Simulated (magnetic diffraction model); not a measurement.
# Solving a magnetic structure from powder neutron data: K3Cr

Space group Fm-3m (no. 225), a = 8.9410 Å.

| site | atom | x | y | z |
| --- | --- | --- | --- | --- |
| 4a | Cr | 0 | 0 | 0 |
| 4b | K | 1/2 | 0 | 0 |
| 8c | K | 1/4 | 1/4 | 3/4 |

This is a made-up structure (elements placed in a structure type, unrelaxed), so the numbers test the method and describe no known phase.

Only Cr is taken to order (form factors of Cr2+); orders and moment sizes are assumed, and not adapted to the symmetry. Radiation: neutrons of λ = 1.909 Å, 5° to 100°; isotropic B of 0.39 Å² (Cr) and 0.32 Å² (K). The intensities are simulated: I ∝ L Σ (|F_N|² + |F_M⊥|²) for unpolarised neutrons, with F_M = 2.695 fm/μB × Σ f(s) S exp(2πi Q·r) exp(−B s²) at Q = H ± k (one set where k and −k are equivalent), only the part normal to Q counting and L = 1/(sin²θ cos θ). For collinear order S is the moment m, which repeats by lattice and centring translations R with the sign exp(−2πi k·R). Form factors are spin-only for 3d ions and dipole or tabulated for f ions, scattering lengths are Sears's of 1992, and absorption is left out. A label names one of the reflections at its angle. The strongest nuclear line in the range is 100, and lines under 0.2 are left out.

Above the ordering temperature:

```tsv
2θ (°)	index	I
35.15	(2 2 0)	100.0
50.56	(4 0 0)	25.9
63.07	(4 2 2)	72.1
74.30	(4 4 0)	28.4
84.94	(6 2 0)	48.3
95.40	(4 4 4)	14.5
```

Below it (cell unchanged):

```tsv
2θ (°)	I
21.31	11.1
24.66	5.8
35.15	104.4
41.47	5.2
43.41	1.5
50.56	26.6
55.46	1.8
57.03	1.6
63.07	73.2
67.38	1.1
74.30	28.7
78.33	0.8
79.66	0.5
84.94	48.6
88.86	0.2
90.17	0.2
95.40	14.5
99.35	0.3
```

**Question.** Find the propagation vector, then choose among these models:
A. collinear moments along [100], 1.89 μB on Cr
B. collinear moments along [101], 1.89 μB on Cr
C. collinear moments along [001], 1.89 μB on Cr

No line moves, and magnetic intensity falls on nuclear lines such as the one at 35.15°; new lines at (1 1 1), (2 0 0) and (3 1 1) have whole indices that obey the lattice centring, at places with no nuclear intensity to speak of, so the magnetic cell equals the chemical primitive cell: k = 0.

Magnetic intensity, observed (below minus above) and for each model:

| 2θ (°) | index | observed | A | B | C |
| --- | --- | --- | --- | --- | --- |
| 21.31 | (1 1 1) | 11.1 | 11.1 | 11.1 | 11.1 |
| 35.15 | (2 2 0) | 4.4 | 4.4 | 4.4 | 4.4 |
| 41.47 | (3 1 1) | 5.2 | 5.2 | 5.2 | 5.2 |
| 43.41 | (2 2 2) | 1.5 | 1.5 | 1.5 | 1.5 |
| 50.56 | (4 0 0) | 0.6 | 0.6 | 0.6 | 0.6 |
| 55.46 | (3 3 1) | 1.8 | 1.8 | 1.8 | 1.8 |
| 67.38 | (5 1 1) | 1.1 | 1.1 | 1.1 | 1.1 |
| 78.33 | (5 3 1) | 0.8 | 0.8 | 0.8 | 0.8 |

Models A, B and C match alike on every line, so these data can't choose among them (such ties are often domains of one structure): a powder sees only the angle between collinear moments and the unique axis of a uniaxial spin configuration, and no direction at all where the configuration is cubic.

The structure used: k = (0 0 0), collinear moments along [001], 1.89 μB on Cr.

[Logs are printed without paths, hosts, clocks, repeated set-up lines and the standing remarks that a program may print on its own settings, such as how far it seeks lower states.]
